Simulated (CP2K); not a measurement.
Consider silicon tetrachloride at its PBE geometry (Å).

```xyz
5

Cl   -1.1920   -1.2157   -1.1123
Si    0.0001    0.0001    0.0001
Cl   -0.7944    1.8716    0.0450
Cl    0.1300   -0.7271    1.8949
Cl    1.8563    0.0711   -0.8277
```

Method: CP2K XAS_TDP, all-electron GAPW, PBEh(45%), aug-pc-1, TDA, GW2X-corrected core level, ZORA, spin–orbit coupling.

Where do the Si L₂,₃-edge lines lie, and how strong are they?

Leading lines: Si2 105.97 eV. The leading line of an atom is its first one with 35 % of the strongest within 2.5 eV of its lowest line over the strength cut. Core ionisation energies at this level: Si2 110.61/110.61/111.20 eV; the 2p½ level lies 0.59 eV above the 2p3/2 pair.

The first six lines of each atom with a strength over 0.0003:

| atom | energy (eV) | states | strength, one atom | above the computed threshold |
| --- | --- | --- | --- | --- |
| Si2 (bonded to 4 Cl) | 105.31 | 3 | 0.0184 |  |
|  | 105.97 | 3 | 0.0601 |  |
|  | 106.64 | 3 | 0.0027 |  |
|  | 106.86 | 5 | 0.0067 |  |
|  | 107.34 | 5 | 0.0116 |  |
|  | 109.11 | 8 | 0.0016 |  |

Lines are vertical, at one geometry, with no vibrational structure. GW2X ionisation energies and lines can be off by 1 to 2 eV either way, and a good line position may hide errors that cancel. Rydberg lines, and the discretised continuum above threshold, depend on the basis and the box.

[Banner, clock and machine lines of the logs are left out without a mark of their own.]

[Logs are printed without paths, hosts, clocks, repeated set-up lines and the standing remarks that a program may print on its own settings, such as how far it seeks lower states.]

[Hosts, paths, dates, database ids (printed as entryN), source tags and the programs' standing remarks are cut or masked in the printed files.]
